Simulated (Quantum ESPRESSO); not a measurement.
# SiC (F-43m): phonons against volume, part 2 of 8

Wanted: mode Grüneisen parameters of SiC and a free-energy fit over volumes.

Quantum ESPRESSO 7.5; DFT LDA, scalar-relativistic, plane waves, GBRV ultrasoft pseudopotentials.

So far. Step 2 (Probe on a coarse mesh): The start is under -4.5 GPa at this level and looks like an insulator or semiconductor on this mesh.

## (3) Finding the static equilibrium

The vibrations must be taken about the equilibrium of this functional, not about the starting cell, so the structure is relaxed.

Input file relax.in:

```
 &control
    calculation='vc-relax',
    prefix='x',
    outdir='./tmp',
    pseudo_dir='./pseudo',
    tprnfor=.true.,
    tstress=.true.,
    forc_conv_thr=2.0d-05,
    etot_conv_thr=1.0d-07,
    nstep=40,
 /
 &system
    ibrav=0,
    nat=2,
    ntyp=2,
    ecutwfc=45.0,
    ecutrho=270.0,
    occupations='fixed',
    nbnd=6,
 /
 &electrons
    conv_thr=1.0d-11,
    mixing_beta=0.7,
    electron_maxstep=100,
 /
 &ions
 /
 &cell
    press_conv_thr=0.1,
 /
ATOMIC_SPECIES
 Si     28.0850  Si.upf
 C      12.0110  C.upf
CELL_PARAMETERS angstrom
     0.000000000    2.179000000    2.179000000
     2.179000000    0.000000000    2.179000000
     2.179000000    2.179000000    0.000000000
ATOMIC_POSITIONS crystal
 Si     0.000000000   0.000000000   0.000000000
 C      0.250000000   0.250000000   0.250000000
K_POINTS automatic
 10 10 10 0 0 0
```

On the command line:

```sh
> OMP_NUM_THREADS=1 mpirun -n 8 pw.x -nk 8 -in relax.in > relax.out
```

The log of the run:

```text
[banner, memory and clock lines left out]
Program PWSCF v.7.5

     Message from routine setup:
     using ibrav=0 with symmetry is DISCOURAGED, use correct ibrav instead

     G-vector sticks info

     bravais-lattice index     =            0
     lattice parameter (alat)  =       5.8233  a.u.
     unit-cell volume          =     139.6363 (a.u.)^3
     number of atoms/cell      =            2
     number of atomic types    =            2
     number of electrons       =         8.00
     number of Kohn-Sham states=            6
     kinetic-energy cutoff     =      45.0000  Ry
     charge density cutoff     =     270.0000  Ry
     scf convergence threshold =      1.0E-11
     mixing beta               =       0.7000
     number of iterations used =            8  plain     mixing
     energy convergence thresh.=      1.0E-07
     force convergence thresh. =      2.0E-05
     press convergence thresh. =      1.0E-01
     Exchange-correlation= SLA  PZ   NOGX NOGC
                           (   1   1   0   0   0   0   0)
     nstep                     =           40

     celldm(1)=   5.823326  celldm(2)=   0.000000  celldm(3)=   0.000000
     celldm(4)=   0.000000  celldm(5)=   0.000000  celldm(6)=   0.000000

     crystal axes: (cart. coord. in units of alat)
               a(1) = (   0.000000   0.707107   0.707107 )
               a(2) = (   0.707107   0.000000   0.707107 )
               a(3) = (   0.707107   0.707107   0.000000 )

     reciprocal axes: (cart. coord. in units 2 pi/alat)
               b(1) = ( -0.707107  0.707107  0.707107 )
               b(2) = (  0.707107 -0.707107  0.707107 )
               b(3) = (  0.707107  0.707107 -0.707107 )

     PseudoPot. # 1 for Si read from file:
     ./pseudo/Si.upf
     Pseudo is Ultrasoft + core correction, Zval =  4.0
     Using radial grid of  899 points,  6 beta functions with:
                l(1) =   0
                l(2) =   0
                l(3) =   1
                l(4) =   1
                l(5) =   2
                l(6) =   2
     Q(r) pseudized with  8 coefficients,  rinner =    0.900   0.900   0.900
                                                       0.900   0.900

     PseudoPot. # 2 for C  read from file:
     ./pseudo/C.upf
     Pseudo is Ultrasoft + core correction, Zval =  4.0
     Using radial grid of  721 points,  4 beta functions with:
                l(1) =   0
                l(2) =   0
                l(3) =   1
                l(4) =   1
     Q(r) pseudized with  8 coefficients,  rinner =    1.100   1.100   1.100

     atomic species   valence    mass     pseudopotential
     Si                4.00    28.08500     Si( 1.00)
     C                 4.00    12.01100     C ( 1.00)

     24 Sym. Ops. (no inversion) found

   Cartesian axes

     site n.     atom                  positions (alat units)
         1        Si     tau(   1) = (   0.0000000   0.0000000   0.0000000  )
         2        C      tau(   2) = (   0.3535534   0.3535534   0.3535534  )

     number of k points=    47
                       cart. coord. in units 2pi/alat
        k(    1) = (   0.0000000   0.0000000   0.0000000), wk =   0.0020000
        k(    2) = (   0.0707107   0.0707107  -0.0707107), wk =   0.0160000
        k(    3) = (   0.1414214   0.1414214  -0.1414214), wk =   0.0160000
        k(    4) = (   0.2121320   0.2121320  -0.2121320), wk =   0.0160000
        k(    5) = (   0.2828427   0.2828427  -0.2828427), wk =   0.0160000
        k(    6) = (  -0.3535534  -0.3535534   0.3535534), wk =   0.0080000
        k(    7) = (   0.1414214  -0.0000000   0.0000000), wk =   0.0120000
        k(    8) = (   0.2121320   0.0707107  -0.0707107), wk =   0.0480000
        k(    9) = (   0.2828427   0.1414214  -0.1414214), wk =   0.0480000
        k(   10) = (   0.3535534   0.2121320  -0.2121320), wk =   0.0480000
        k(   11) = (  -0.2828427  -0.4242641   0.4242641), wk =   0.0480000
        k(   12) = (  -0.2121320  -0.3535534   0.3535534), wk =   0.0480000
        k(   13) = (  -0.1414214  -0.2828427   0.2828427), wk =   0.0480000
        k(   14) = (  -0.0707107  -0.2121320   0.2121320), wk =   0.0480000
        k(   15) = (   0.0000000  -0.1414214   0.1414214), wk =   0.0240000
        k(   16) = (   0.2828427  -0.0000000   0.0000000), wk =   0.0120000
[...]
Dense  grid:    10417 G-vectors     FFT dimensions: (  32,  32,  32)

     Smooth grid:     5769 G-vectors     FFT dimensions: (  25,  25,  25)

     Initial potential from superposition of free atoms

     starting charge       7.9994, renormalised to       8.0000
     Starting wfcs are    8 randomized atomic wfcs

     per-process dynamical memory:    17.5 Mb

     Self-consistent Calculation

     iteration #  1     ecut=    45.00 Ry     beta= 0.70
     Davidson diagonalization with overlap
     ethr =  1.00E-02,  avg # of iterations =  3.0

     total energy              =     -21.03244852 Ry
     estimated scf accuracy    <       0.45502042 Ry

     iteration #  2     ecut=    45.00 Ry     beta= 0.70
     Davidson diagonalization with overlap
     ethr =  5.69E-03,  avg # of iterations =  2.0

     total energy              =     -21.17430150 Ry
     estimated scf accuracy    <       0.16936383 Ry

     iteration #  3     ecut=    45.00 Ry     beta= 0.70
     Davidson diagonalization with overlap
     ethr =  2.12E-03,  avg # of iterations =  1.8

     total energy              =     -21.19876838 Ry
     estimated scf accuracy    <       0.00218553 Ry

     iteration #  4     ecut=    45.00 Ry     beta= 0.70
     Davidson diagonalization with overlap
     ethr =  2.73E-05,  avg # of iterations =  4.5

     total energy              =     -21.19975830 Ry
     estimated scf accuracy    <       0.00112002 Ry

     iteration #  5     ecut=    45.00 Ry     beta= 0.70
     Davidson diagonalization with overlap
     ethr =  1.40E-05,  avg # of iterations =  2.1

     total energy              =     -21.20006467 Ry
     estimated scf accuracy    <       0.00006663 Ry

     iteration #  6     ecut=    45.00 Ry     beta= 0.70
     Davidson diagonalization with overlap
     ethr =  8.33E-07,  avg # of iterations =  3.1

     total energy              =     -21.20007352 Ry
     estimated scf accuracy    <       0.00000331 Ry

     iteration #  7     ecut=    45.00 Ry     beta= 0.70
     Davidson diagonalization with overlap
     ethr =  4.14E-08,  avg # of iterations =  3.6

     total energy              =     -21.20007577 Ry
     estimated scf accuracy    <       0.00000048 Ry

     iteration #  8     ecut=    45.00 Ry     beta= 0.70
     Davidson diagonalization with overlap
[...]
PseudoPot. # 2 for C  read from file:
     ./pseudo/C.upf
     Pseudo is Ultrasoft + core correction, Zval =  4.0
     Using radial grid of  721 points,  4 beta functions with:
                l(1) =   0
                l(2) =   0
                l(3) =   1
                l(4) =   1
     Q(r) pseudized with  8 coefficients,  rinner =    1.100   1.100   1.100

     atomic species   valence    mass     pseudopotential
     Si                4.00    28.08500     Si( 1.00)
     C                 4.00    12.01100     C ( 1.00)

     24 Sym. Ops. (no inversion) found

   Cartesian axes

     site n.     atom                  positions (alat units)
         1        Si     tau(   1) = (  -0.0000000   0.0000000   0.0000000  )
         2        C      tau(   2) = (   0.3511385   0.3511385   0.3511385  )

     number of k points=    47
                       cart. coord. in units 2pi/alat
[...]
k(   40) = (   0.0000000  -0.2847879   0.4271819), wk =   0.0480000
        k(   41) = (  -0.1423940  -0.5695758   0.7119698), wk =   0.0480000
        k(   42) = (  -0.0711970  -0.4983789   0.6407728), wk =   0.0960000
        k(   43) = (   0.0000000  -0.4271819   0.5695758), wk =   0.0480000
        k(   44) = (  -0.7119698   0.1423940  -0.0000000), wk =   0.0240000
        k(   45) = (  -0.1423940  -0.4271819   0.7119698), wk =   0.0480000
        k(   46) = (  -0.0711970  -0.3559849   0.6407728), wk =   0.0480000
        k(   47) = (  -0.7119698   0.2847879   0.0000000), wk =   0.0240000

     Dense  grid:    10177 G-vectors     FFT dimensions: (  32,  32,  32)

     Smooth grid:     5601 G-vectors     FFT dimensions: (  25,  25,  25)

     Initial potential from superposition of free atoms

     starting charge       7.9994, renormalised to       8.0000
     Starting wfcs are    8 randomized atomic wfcs

     per-process dynamical memory:    23.0 Mb

     Self-consistent Calculation

[...]
c_bands:  1 eigenvalues not converged
[...]
total energy              =     -21.20049691 Ry
[...]
iteration #  6     ecut=    45.00 Ry     beta= 0.70
     Davidson diagonalization with overlap
     ethr =  4.03E-07,  avg # of iterations =  1.8

     total energy              =     -21.20049812 Ry
     estimated scf accuracy    <       0.00000306 Ry

     iteration #  7     ecut=    45.00 Ry     beta= 0.70
     Davidson diagonalization with overlap
     ethr =  3.82E-08,  avg # of iterations =  2.1

     total energy              =     -21.20049923 Ry
     estimated scf accuracy    <       0.00000035 Ry

     iteration #  8     ecut=    45.00 Ry     beta= 0.70
     Davidson diagonalization with overlap
     ethr =  4.37E-09,  avg # of iterations =  2.3

     total energy              =     -21.20049931 Ry
     estimated scf accuracy    <          1.5E-09 Ry

     iteration #  9     ecut=    45.00 Ry     beta= 0.70
     Davidson diagonalization with overlap
     ethr =  1.87E-11,  avg # of iterations =  4.7

     total energy              =     -21.20049932 Ry
     estimated scf accuracy    <          1.5E-09 Ry

     iteration # 10     ecut=    45.00 Ry     beta= 0.70
     Davidson diagonalization with overlap
     ethr =  1.87E-11,  avg # of iterations =  2.0

     total energy              =     -21.20049932 Ry
     estimated scf accuracy    <          1.2E-10 Ry

     iteration # 11     ecut=    45.00 Ry     beta= 0.70
     Davidson diagonalization with overlap
     ethr =  1.51E-12,  avg # of iterations =  1.4

     total energy              =     -21.20049932 Ry
     estimated scf accuracy    <          5.3E-12 Ry

     iteration # 12     ecut=    45.00 Ry     beta= 0.70
     Davidson diagonalization with overlap
     ethr =  1.00E-13,  avg # of iterations =  2.1

     total energy              =     -21.20049932 Ry
     estimated scf accuracy    <          3.7E-12 Ry

     iteration # 13     ecut=    45.00 Ry     beta= 0.70
     Davidson diagonalization with overlap
     ethr =  1.00E-13,  avg # of iterations =  1.0

     End of self-consistent calculation

          k = 0.0000 0.0000 0.0000 (   725 PWs)   bands (ev):

[...]
k = 0.1424-0.0000 0.0000 (   693 PWs)   bands (ev):

[...]
k = 0.2848 0.1424-0.1424 (   700 PWs)   bands (ev):

[...]
k = 0.3560 0.2136-0.2136 (   698 PWs)   bands (ev):

[...]
k = 0.0000-0.1424 0.1424 (   694 PWs)   bands (ev):

[...]
k = 0.2848-0.0000 0.0000 (   693 PWs)   bands (ev):

[...]
k = 0.3560 0.0712-0.0712 (   693 PWs)   bands (ev):

[...]
k = 0.4272 0.1424-0.1424 (   698 PWs)   bands (ev):

[...]
k = 0.0000-0.2848 0.2848 (   688 PWs)   bands (ev):

[...]
k = 0.4272 0.0000-0.0000 (   701 PWs)   bands (ev):

[...]
k = 0.4984 0.0712-0.0712 (   693 PWs)   bands (ev):

[...]
k = 0.5696-0.0000 0.0000 (   700 PWs)   bands (ev):

[...]
k = 0.0000-0.5696 0.5696 (   696 PWs)   bands (ev):

[...]
k =-0.7120 0.0000 0.0000 (   692 PWs)   bands (ev):

[...]
k = 0.2848 0.1424-0.0000 (   687 PWs)   bands (ev):

[...]
k = 0.3560 0.2136-0.0712 (   697 PWs)   bands (ev):

[...]
k =-0.2136-0.3560 0.4984 (   694 PWs)   bands (ev):

[...]
k = 0.4272 0.1424 0.0000 (   694 PWs)   bands (ev):

[...]
k =-0.2136-0.4984 0.6408 (   699 PWs)   bands (ev):

[...]
k =-0.1424-0.4272 0.5696 (   703 PWs)   bands (ev):

[...]
k =-0.0712-0.3560 0.4984 (   699 PWs)   bands (ev):

[...]
k = 0.0000-0.2848 0.4272 (   692 PWs)   bands (ev):

[...]
k =-0.1424-0.5696 0.7120 (   695 PWs)   bands (ev):

[...]
k =-0.0712-0.4984 0.6408 (   700 PWs)   bands (ev):

[...]
k = 0.0000-0.4272 0.5696 (   701 PWs)   bands (ev):

    -0.9075   2.3463   3.7716   6.4126  13.7091  18.1530

          k =-0.7120 0.1424-0.0000 (   710 PWs)   bands (ev):

    -0.7187   1.8030   5.5926   5.6045  11.9655  14.8901

          k =-0.1424-0.4272 0.7120 (   700 PWs)   bands (ev):

    -1.3904   2.7096   4.5376   5.9385  14.3582  17.7444

          k =-0.0712-0.3560 0.6408 (   700 PWs)   bands (ev):

    -0.8248   2.3272   4.2080   5.5417  14.5867  18.0228

          k =-0.7120 0.2848 0.0000 (   700 PWs)   bands (ev):

    -0.5725   2.2889   4.5684   4.8033  14.1283  17.5400

     highest occupied, lowest unoccupied level (ev):     9.4769   10.7779

!    total energy              =     -21.20049932 Ry
     estimated scf accuracy    <          1.1E-14 Ry

     The total energy is the sum of the following terms:
     one-electron contribution =       5.71361346 Ry
     hartree contribution      =       2.29878337 Ry
     xc contribution           =      -8.13772277 Ry
     ewald contribution        =     -21.07517339 Ry

     convergence has been achieved in  13 iterations

     Forces acting on atoms (cartesian axes, Ry/au):

     atom    1 type  1   force =     0.00000000   -0.00000000    0.00000000
     atom    2 type  2   force =     0.00000000    0.00000000    0.00000000

     Total force =     0.000000     Total SCF correction =     0.000000

     Computing stress (Cartesian axis) and pressure

          total   stress  (Ry/bohr**3)                   (kbar)     P=       -0.07
  -0.00000048  -0.00000000  -0.00000000           -0.07       -0.00       -0.00
   0.00000000  -0.00000048  -0.00000000            0.00       -0.07       -0.00
  -0.00000000  -0.00000000  -0.00000048           -0.00       -0.00       -0.07

     XML data file, charge density, pseudopotentials, collected wavefunctions
```

The job ended after 4 s (8 MPI ranks of Arm Neoverse V1, shared host; 31 s of CPU time).

Step by step:

| step | energy less that of the first step (eV) | largest force (eV/Å) | volume (Å³) |
| --- | --- | --- | --- |
| 1 | 0.0000 | 0.0000 | 20.69 |
| 2 | -0.0059 | 0.0000 | 20.22 |
| 3 | -0.0060 | 0.0000 | 20.27 |
| 4 | -0.0060 | 0.0000 | 20.27 |
| 5 | -0.0058 | 0.0000 | 20.27 |

| conventional cell, symmetrised | before | after | change |
| --- | --- | --- | --- |
| a (Å) | 4.358 | 4.328 | -0.7 % |
| b (Å) | 4.358 | 4.328 | -0.7 % |
| c (Å) | 4.358 | 4.328 | -0.7 % |
| volume (Å³/atom) | 10.35 | 10.14 | -2.0 % |

Final coordinates:

```xyz
2
Lattice="0.0000 2.1641 2.1641 2.1641 0.0000 2.1641 2.1641 2.1641 0.0000" Properties=species:S:1:pos:R:3 pbc="T T T"
Si    0.0000    0.0000    0.0000
C     1.0821    1.0821    1.0821
```

Numbers from this step:

| Quantity | Value |
| --- | --- |
| volume per atom | 10.14 Å³ |
| pressure | -0.007000 GPa |
| gap on the k-mesh | 1.301 eV |

After the last step pw.x solved the final cell once more on a basis chosen for it, which moves the energy without moving the atoms.

(Continued in part 3 of 8.)

[Logs are printed without paths, hosts, clocks, repeated set-up lines and the standing remarks that a program may print on its own settings, such as how far it seeks lower states.]

[Hosts, paths, dates, database ids (printed as entryN), source tags and the programs' standing remarks are cut or masked in the printed files.]

[A step with changed settings may run another functional than the one named; its input shows which.]

[Of the runs on displaced cells, only some may be shown.]
